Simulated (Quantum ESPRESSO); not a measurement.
## Collinear magnetic orders of FePt (Tetraferroplatinum) with Quantum ESPRESSO

Wanted: the moments of FePt (Tetraferroplatinum) and the energy of each order that was tried.

Method: PBEsol; plane waves with GBRV 1.5 PBEsol potentials, no spin-orbit coupling, in Quantum ESPRESSO 7.5.

## (1) Set-up

It takes space group P4/mmm (No. 123, tetragonal). The conventional cell has a = 2.724 Å, b = 2.724 Å, c = 3.720 Å, α = 90.00°, β = 90.00°, γ = 90.00°. Nearest to Fe lie 8 Pt at 2.68 Å and 4 Fe at 2.72 Å. Nearest to Pt lie 8 Fe at 2.68 Å and 4 Pt at 2.72 Å. Farther neighbours are not listed.

The cell comes from the Crystallography Open Database.

## (2) Run 1 (ferro +)

The signs are those of the starting moments on the seeded atoms, the atoms that are given a moment.

Contents of pw.in:

```
&CONTROL
  calculation = 'scf'
  prefix = 'pwscf'
  outdir = './tmp'
  pseudo_dir = './pseudo'
  disk_io = 'nowf'
/
&SYSTEM
  ibrav = 0
  celldm(1) = 8
  nat = 2
  ntyp = 2
  ecutwfc = 40
  ecutrho = 280
  nbnd = 24
  occupations = 'smearing'
  smearing = 'fd'
  degauss = 0.00734986
  nspin = 2
  starting_magnetization(1) = 0.175
  starting_magnetization(2) = 0
/
&ELECTRONS
  conv_thr = 4d-09
  electron_maxstep = 150
  mixing_beta = 0.3
/
ATOMIC_SPECIES
Fe     55.8450 fe_pbesol_v1.5.uspp.F.UPF
Pt    195.0840 pt_pbesol_v1.4.uspp.F.UPF
CELL_PARAMETERS alat
   0.6433336375523    0.0000000000000    0.0000000000000
   0.0000000000000    0.6433336375523    0.0000000000000
   0.0000000000000    0.0000000000000    0.8787226479510
ATOMIC_POSITIONS crystal
Fe      0.0000000000    0.0000000000    0.0000000000
Pt      0.5000000000    0.5000000000    0.5000000000
K_POINTS automatic
10 10 10 0 0 0
```

Run with:

```bash
$ OMP_NUM_THREADS=1 mpirun -n 4 pw.x -nk 4 -in pw.in > pw.out
```

Log:

```text
Program PWSCF v.7.5 starts

     Message from routine setup:
     using ibrav=0 with symmetry is DISCOURAGED, use correct ibrav instead

     K-points division:     npool     =       4
     Subspace diagonalization in iterative solution of the eigenvalue problem:

     G-vector sticks info
     --------------------
     sticks:   dense  smooth     PW     G-vecs:    dense   smooth      PW
     Sum         593     341    109                14725     6385    1205

     Using Slab Decomposition

     bravais-lattice index     =            0
     lattice parameter (alat)  =       8.0000  a.u.
     unit-cell volume          =     186.2063 (a.u.)^3
     number of atoms/cell      =            2
     number of atomic types    =            2
     number of electrons       =        32.00
     number of Kohn-Sham states=           24
     kinetic-energy cutoff     =      40.0000  Ry
     charge density cutoff     =     280.0000  Ry
     scf convergence threshold =      4.0E-09
     mixing beta               =       0.3000
     number of iterations used =            8  plain     mixing
     Exchange-correlation= SLA  PW   PSX  PSC
                           (   1   4  10   8   0   0   0)

     celldm(1)=   8.000000  celldm(2)=   0.000000  celldm(3)=   0.000000
     celldm(4)=   0.000000  celldm(5)=   0.000000  celldm(6)=   0.000000

     crystal axes: (cart. coord. in units of alat)
               a(1) = (   0.643334   0.000000   0.000000 )
               a(2) = (   0.000000   0.643334   0.000000 )
               a(3) = (   0.000000   0.000000   0.878723 )

     reciprocal axes: (cart. coord. in units 2 pi/alat)
               b(1) = (  1.554403  0.000000  0.000000 )
               b(2) = (  0.000000  1.554403  0.000000 )
               b(3) = (  0.000000  0.000000  1.138016 )

     PseudoPot. # 1 for Fe read from file:
     fe_pbesol_v1.5.uspp.F.UPF
     Pseudo is Ultrasoft + core correction, Zval = 16.0
     Generated by new atomic code, or converted to UPF format
     Using radial grid of  861 points,  6 beta functions with:
                l(1) =   0
                l(2) =   0
                l(3) =   1
                l(4) =   1
                l(5) =   2
                l(6) =   2
     Q(r) pseudized with  8 coefficients,  rinner =    1.000   1.000   1.000
                                                       1.000   1.000

     PseudoPot. # 2 for Pt read from file:
     pt_pbesol_v1.4.uspp.F.UPF
     Pseudo is Ultrasoft + core correction, Zval = 16.0
     Generated by new atomic code, or converted to UPF format
     Using radial grid of  985 points,  6 beta functions with:
                l(1) =   0
                l(2) =   0
                l(3) =   1
                l(4) =   1
                l(5) =   2
                l(6) =   2
     Q(r) pseudized with  8 coefficients,  rinner =    1.300   1.300   1.300
                                                       1.300   1.300

     atomic species   valence    mass     pseudopotential
     Fe               16.00    55.84500     Fe( 1.00)
     Pt               16.00   195.08400     Pt( 1.00)

     Starting magnetic structure
     atomic species   magnetization
     Fe              0.175
     Pt              0.000

     16 Sym. Ops., with inversion, found

   Cartesian axes

     site n.     atom                  positions (alat units)
         1        Fe     tau(   1) = (   0.0000000   0.0000000   0.0000000  )
         2        Pt     tau(   2) = (   0.3216668   0.3216668   0.4393613  )

     number of k points=   126  Fermi-Dirac smearing, width (Ry)=  0.0073

     Number of k-points >= 100: set verbosity='high' to print them.

     Dense  grid:    14725 G-vectors     FFT dimensions: (  27,  27,  40)

     Smooth grid:     6385 G-vectors     FFT dimensions: (  24,  24,  30)

     Check: negative core charge=   -0.000027
     Generating pointlists ...
     new r_m :   0.2609 (alat units)  2.0870 (a.u.) for type    1
     new r_m :   0.2609 (alat units)  2.0870 (a.u.) for type    2

     Initial potential from superposition of free atoms

     starting charge      30.5000, renormalised to      32.0000

     negative rho (up, down):  9.791E-02 9.798E-02
     Starting wfcs are   25 randomized atomic wfcs

     Self-consistent Calculation

     iteration #  1     ecut=    40.00 Ry     beta= 0.30
     Davidson diagonalization with overlap
     ethr =  1.00E-02,  avg # of iterations =  4.2

     negative rho (up, down):  9.072E-02 9.070E-02

     total energy              =    -458.29291875 Ry
     estimated scf accuracy    <       8.17336413 Ry

     total magnetization       =     0.78 Bohr mag/cell
     absolute magnetization    =     0.96 Bohr mag/cell

     iteration #  2     ecut=    40.00 Ry     beta= 0.30
     Davidson diagonalization with overlap
     ethr =  1.00E-02,  avg # of iterations =  2.1

     negative rho (up, down):  9.141E-02 9.137E-02

     total energy              =    -459.71411338 Ry
     estimated scf accuracy    <      14.03362189 Ry

     total magnetization       =     0.78 Bohr mag/cell
     absolute magnetization    =     0.86 Bohr mag/cell

     iteration #  3     ecut=    40.00 Ry     beta= 0.30
     Davidson diagonalization with overlap
     ethr =  1.00E-02,  avg # of iterations =  2.1

     negative rho (up, down):  9.096E-02 9.010E-02

     total energy              =    -460.72909838 Ry
     estimated scf accuracy    <       0.26475030 Ry

     total magnetization       =     2.94 Bohr mag/cell
     absolute magnetization    =     2.97 Bohr mag/cell

     [... further iterations left out ...]

     iteration # 11     ecut=    40.00 Ry     beta= 0.30
     Davidson diagonalization with overlap
     ethr =  1.31E-08,  avg # of iterations =  2.4

     negative rho (up, down):  9.060E-02 8.663E-02

     total energy              =    -460.78288582 Ry
     estimated scf accuracy    <       0.00000851 Ry

     total magnetization       =     3.35 Bohr mag/cell
     absolute magnetization    =     3.51 Bohr mag/cell

     iteration # 12     ecut=    40.00 Ry     beta= 0.30
     Davidson diagonalization with overlap
     ethr =  1.31E-08,  avg # of iterations =  1.6

     negative rho (up, down):  9.061E-02 8.663E-02

     total energy              =    -460.78288688 Ry
     estimated scf accuracy    <       0.00000020 Ry

     total magnetization       =     3.35 Bohr mag/cell
     absolute magnetization    =     3.50 Bohr mag/cell

     iteration # 13     ecut=    40.00 Ry     beta= 0.30
     Davidson diagonalization with overlap
     ethr =  6.22E-10,  avg # of iterations =  2.1

     negative rho (up, down):  9.061E-02 8.663E-02

     total energy              =    -460.78288697 Ry
     estimated scf accuracy    <       0.00000009 Ry

     total magnetization       =     3.35 Bohr mag/cell
     absolute magnetization    =     3.51 Bohr mag/cell

     iteration # 14     ecut=    40.00 Ry     beta= 0.30
     Davidson diagonalization with overlap
     ethr =  2.79E-10,  avg # of iterations =  1.3

     negative rho (up, down):  9.061E-02 8.663E-02

     Magnetic moment per site  (integrated on atomic sphere of radius R)
     atom   1 (R=0.261)  charge= 14.7142  magn=  3.0015
     atom   2 (R=0.261)  charge= 13.7922  magn=  0.3981

     End of self-consistent calculation

     Number of k-points >= 100: set verbosity='high' to print the bands.

     the Fermi energy is    19.8242 ev

!    total energy              =    -460.78288700 Ry
     estimated scf accuracy    <          1.3E-09 Ry
     smearing contrib. (-TS)   =      -0.00317272 Ry
     internal energy E=F+TS    =    -460.77971428 Ry

     The total energy is F=E-TS. E is the sum of the following terms:
     one-electron contribution =    -144.07512222 Ry
     hartree contribution      =      95.19565140 Ry
     xc contribution           =     -85.62683224 Ry
     ewald contribution        =    -326.27341122 Ry

     total magnetization       =     3.35 Bohr mag/cell
     absolute magnetization    =     3.51 Bohr mag/cell

     convergence has been achieved in  14 iterations

=------------------------------------------------------------------------------=
   JOB DONE.
=------------------------------------------------------------------------------=
```

Elapsed: 18 s, on 4 MPI ranks of Intel Xeon Platinum 8488C (Sapphire Rapids), shared host; peak memory 0.36 GiB.

Spin moment in the atom's sphere by atom:

```csv
atom,spin moment in the atom's sphere (μB)
Fe1,3.00
Pt2,0.40
```

Read from the output:

```
smearing term TS       : 0.04317 eV
magnetization          : 3.35 μB
absolute magnetization : 3.505 μB
final state            : ferromagnetic
```

## (3) Run 2 (antiferro q=(0,1/2,0) +−)

This order needs a doubled cell of 4 atoms. The wavevector q is in fractions of the reciprocal vectors of the crystal's primitive cell, as the cells of these inputs are built from it; moments change sign between cells as cos(2π q·R).

Contents of pw.in:

```
&CONTROL
  calculation = 'scf'
  prefix = 'pwscf'
  outdir = './tmp'
  pseudo_dir = './pseudo'
  disk_io = 'nowf'
/
&SYSTEM
  ibrav = 0
  celldm(1) = 8
  nat = 4
  ntyp = 3
  ecutwfc = 40
  ecutrho = 280
  nbnd = 42
  occupations = 'smearing'
  smearing = 'fd'
  degauss = 0.00734986
  nspin = 2
  starting_magnetization(1) = 0.175
  starting_magnetization(2) = -0.175
  starting_magnetization(3) = 0
/
&ELECTRONS
  conv_thr = 8d-09
  electron_maxstep = 150
  mixing_beta = 0.3
/
ATOMIC_SPECIES
Fe1    55.8450 fe_pbesol_v1.5.uspp.F.UPF
Fe2    55.8450 fe_pbesol_v1.5.uspp.F.UPF
Pt    195.0840 pt_pbesol_v1.4.uspp.F.UPF
CELL_PARAMETERS alat
   0.6433336375523    0.0000000000000    0.0000000000000
   0.0000000000000    1.2866672751046    0.0000000000000
   0.0000000000000    0.0000000000000    0.8787226479510
ATOMIC_POSITIONS crystal
Fe1     0.0000000000    0.0000000000    0.0000000000
Fe2     0.0000000000    0.5000000000    0.0000000000
Pt      0.5000000000    0.2500000000    0.5000000000
Pt      0.5000000000    0.7500000000    0.5000000000
K_POINTS automatic
10 5 10 0 0 0
```

Log:

```text
[banner, memory and clock lines left out]
Program PWSCF v.7.5 starts

     Message from routine setup:
     using ibrav=0 with symmetry is DISCOURAGED, use correct ibrav instead

     bravais-lattice index     =            0
     lattice parameter (alat)  =       8.0000  a.u.
     unit-cell volume          =     372.4125 (a.u.)^3
     number of atoms/cell      =            4
     number of atomic types    =            3
     number of electrons       =        64.00
     number of Kohn-Sham states=           42
     kinetic-energy cutoff     =      40.0000  Ry
     charge density cutoff     =     280.0000  Ry
     scf convergence threshold =      8.0E-09
     mixing beta               =       0.3000
     number of iterations used =            8  plain     mixing
     Exchange-correlation= SLA  PW   PSX  PSC
                           (   1   4  10   8   0   0   0)

     celldm(1)=   8.000000  celldm(2)=   0.000000  celldm(3)=   0.000000
     celldm(4)=   0.000000  celldm(5)=   0.000000  celldm(6)=   0.000000

     crystal axes: (cart. coord. in units of alat)
               a(1) = (   0.643334   0.000000   0.000000 )
               a(2) = (   0.000000   1.286667   0.000000 )
               a(3) = (   0.000000   0.000000   0.878723 )

     reciprocal axes: (cart. coord. in units 2 pi/alat)
               b(1) = (  1.554403  0.000000  0.000000 )
               b(2) = (  0.000000  0.777202  0.000000 )
               b(3) = (  0.000000  0.000000  1.138016 )

     PseudoPot. # 1 for Fe read from file:
     fe_pbesol_v1.5.uspp.F.UPF
     Pseudo is Ultrasoft + core correction, Zval = 16.0

     PseudoPot. # 2 for Fe read from file:
     fe_pbesol_v1.5.uspp.F.UPF
     Pseudo is Ultrasoft + core correction, Zval = 16.0

     PseudoPot. # 3 for Pt read from file:
     pt_pbesol_v1.4.uspp.F.UPF
     Pseudo is Ultrasoft + core correction, Zval = 16.0

     atomic species   valence    mass     pseudopotential
     Fe1              16.00    55.84500     Fe( 1.00)
     Fe2              16.00    55.84500     Fe( 1.00)
     Pt               16.00   195.08400     Pt( 1.00)

     Starting magnetic structure
     atomic species   magnetization
     Fe1             0.175
     Fe2            -0.175
     Pt              0.000

      8 Sym. Ops., with inversion, found

   Cartesian axes

     site n.     atom                  positions (alat units)
         1        Fe1    tau(   1) = (   0.0000000   0.0000000   0.0000000  )
         2        Fe2    tau(   2) = (   0.0000000   0.6433336   0.0000000  )
         3        Pt     tau(   3) = (   0.3216668   0.3216668   0.4393613  )
         4        Pt     tau(   4) = (   0.3216668   0.9650005   0.4393613  )

     number of k points=   108  Fermi-Dirac smearing, width (Ry)=  0.0073

     Number of k-points >= 100: set verbosity='high' to print them.

     Dense  grid:    29465 G-vectors     FFT dimensions: (  27,  60,  40)

     Smooth grid:    12725 G-vectors     FFT dimensions: (  24,  45,  30)

     Check: negative core charge=   -0.000028
     Generating pointlists ...
     new r_m :   0.2609 (alat units)  2.0870 (a.u.) for type    1
     new r_m :   0.2609 (alat units)  2.0870 (a.u.) for type    2
     new r_m :   0.2609 (alat units)  2.0870 (a.u.) for type    3

     Initial potential from superposition of free atoms

     starting charge      61.0000, renormalised to      64.0000

     negative rho (up, down):  1.948E-01 1.948E-01
     Starting wfcs are   50 randomized atomic wfcs

     Self-consistent Calculation

     iteration #  1     ecut=    40.00 Ry     beta= 0.30
     Davidson diagonalization with overlap
     ethr =  1.00E-02,  avg # of iterations =  2.3

     negative rho (up, down):  1.799E-01 1.799E-01

     total energy              =    -916.33968015 Ry
     estimated scf accuracy    <      16.83736563 Ry

     total magnetization       =    -0.00 Bohr mag/cell
     absolute magnetization    =     1.88 Bohr mag/cell

     iteration #  2     ecut=    40.00 Ry     beta= 0.30
     Davidson diagonalization with overlap
     ethr =  1.00E-02,  avg # of iterations =  2.9

     negative rho (up, down):  1.811E-01 1.811E-01

     total energy              =    -919.55577896 Ry
     estimated scf accuracy    <      28.80884299 Ry

     total magnetization       =     0.00 Bohr mag/cell
     absolute magnetization    =     2.05 Bohr mag/cell

     [... further iterations left out ...]

     iteration # 16     ecut=    40.00 Ry     beta= 0.30
     Davidson diagonalization with overlap
     ethr =  4.06E-11,  avg # of iterations =  2.2

     negative rho (up, down):  1.748E-01 1.748E-01

     total energy              =    -921.56364875 Ry
     estimated scf accuracy    <       0.00000007 Ry

     total magnetization       =     0.00 Bohr mag/cell
     absolute magnetization    =     6.27 Bohr mag/cell

     iteration # 17     ecut=    40.00 Ry     beta= 0.30
     Davidson diagonalization with overlap
     ethr =  4.06E-11,  avg # of iterations =  1.6

     negative rho (up, down):  1.748E-01 1.748E-01

     Magnetic moment per site  (integrated on atomic sphere of radius R)
     atom   1 (R=0.261)  charge= 14.7154  magn=  2.9511
     atom   2 (R=0.261)  charge= 14.7153  magn= -2.9511
     atom   3 (R=0.261)  charge= 13.7830  magn= -0.0000
     atom   4 (R=0.261)  charge= 13.7830  magn= -0.0000

     End of self-consistent calculation

     Number of k-points >= 100: set verbosity='high' to print the bands.

     the Fermi energy is    20.0221 ev

!    total energy              =    -921.56364876 Ry
     estimated scf accuracy    <          3.4E-09 Ry
     smearing contrib. (-TS)   =      -0.00892745 Ry
     internal energy E=F+TS    =    -921.55472132 Ry

     The total energy is F=E-TS. E is the sum of the following terms:
     one-electron contribution =    -288.00569887 Ry
     hartree contribution      =     190.19523570 Ry
     xc contribution           =    -171.19743571 Ry
     ewald contribution        =    -652.54682244 Ry

     total magnetization       =    -0.00 Bohr mag/cell
     absolute magnetization    =     6.27 Bohr mag/cell

     convergence has been achieved in  17 iterations
```

The job ended after 68 s (4 MPI ranks; peak memory 0.6 GiB).

Spin moment in the atom's sphere by atom:

```csv
atom,spin moment in the atom's sphere (μB)
Fe1,2.95
Fe2,-2.95
Pt3,0.00
Pt4,0.00
```

Numbers from this step:

| Quantity | Value |
| --- | --- |
| smearing term TS | 0.1215 eV |
| magnetization | 0 μB |
| absolute magnetization | 6.268 μB |
| final state | antiferromagnetic |

## (4) Start 3: antiferro q=(0,0,1/2) +−

This order needs a doubled cell of 4 atoms.

Changes to pw.in since step 3:

```diff
@@ -34,10 +34,10 @@
    0.6433336375523    0.0000000000000    0.0000000000000
-   0.0000000000000    1.2866672751046    0.0000000000000
-   0.0000000000000    0.0000000000000    0.8787226479510
+   0.0000000000000    0.6433336375523    0.0000000000000
+   0.0000000000000    0.0000000000000    1.7574452959020
 ATOMIC_POSITIONS crystal
 Fe1     0.0000000000    0.0000000000    0.0000000000
-Fe2     0.0000000000    0.5000000000    0.0000000000
-Pt      0.5000000000    0.2500000000    0.5000000000
-Pt      0.5000000000    0.7500000000    0.5000000000
+Fe2     0.0000000000    0.0000000000    0.5000000000
+Pt      0.5000000000    0.5000000000    0.2500000000
+Pt      0.5000000000    0.5000000000    0.7500000000
 K_POINTS automatic
-10 5 10 0 0 0
+10 10 5 0 0 0
```

Log:

```text
     [... lines left out ...]
Program PWSCF v.7.5 starts
     [... lines left out ...]
     number of atoms/cell      =            4
     [... lines left out ...]
     number of electrons       =        64.00
     number of Kohn-Sham states=           42
     kinetic-energy cutoff     =      40.0000  Ry
     charge density cutoff     =     280.0000  Ry
     scf convergence threshold =      8.0E-09
     [... lines left out ...]
     16 Sym. Ops., with inversion, found
     [... lines left out ...]
     number of k points=    63  Fermi-Dirac smearing, width (Ry)=  0.0073
     [... lines left out ...]
     iteration # 18     ecut=    40.00 Ry     beta= 0.30
     [... lines left out ...]
     Magnetic moment per site  (integrated on atomic sphere of radius R)
     atom   1 (R=0.261)  charge= 14.7173  magn=  2.9863
     atom   2 (R=0.261)  charge= 14.7171  magn= -2.9864
     atom   3 (R=0.261)  charge= 13.7850  magn= -0.0000
     atom   4 (R=0.261)  charge= 13.7850  magn= -0.0000
     [... lines left out ...]
     the Fermi energy is    19.8856 ev
!    total energy              =    -921.56584465 Ry
     estimated scf accuracy    <          3.7E-10 Ry
     smearing contrib. (-TS)   =      -0.00876335 Ry
     [... lines left out ...]
     total magnetization       =    -0.00 Bohr mag/cell
     absolute magnetization    =     6.36 Bohr mag/cell
     convergence has been achieved in  18 iterations
```

Elapsed: 46 s, on 4 MPI ranks; peak memory 0.5 GiB.

Spin moment in the atom's sphere by atom:

```csv
atom,spin moment in the atom's sphere (μB)
Fe1,2.99
Fe2,-2.99
Pt3,0.00
Pt4,0.00
```

This step gave:

```yaml
smearing_term_ts: 0.1192 eV
magnetization: 0 μB
absolute_magnetization: 6.36 μB
final_state: antiferromagnetic
```

[end of part 1 of 2]

[Logs and program files are shortened in this print: banners, set-up blocks, solver, clock and traceback lines can be left out without a mark of their own.]

[Logs are printed without paths, hosts, clocks, repeated set-up lines and the standing remarks that a program may print on its own settings, such as how far it seeks lower states.]

[Hosts, paths, dates, database ids (printed as entryN), source tags and the programs' standing remarks are cut or masked in the printed files.]

[Where a cell is said to come from a database of computed structures, the database is the Materials Project.]
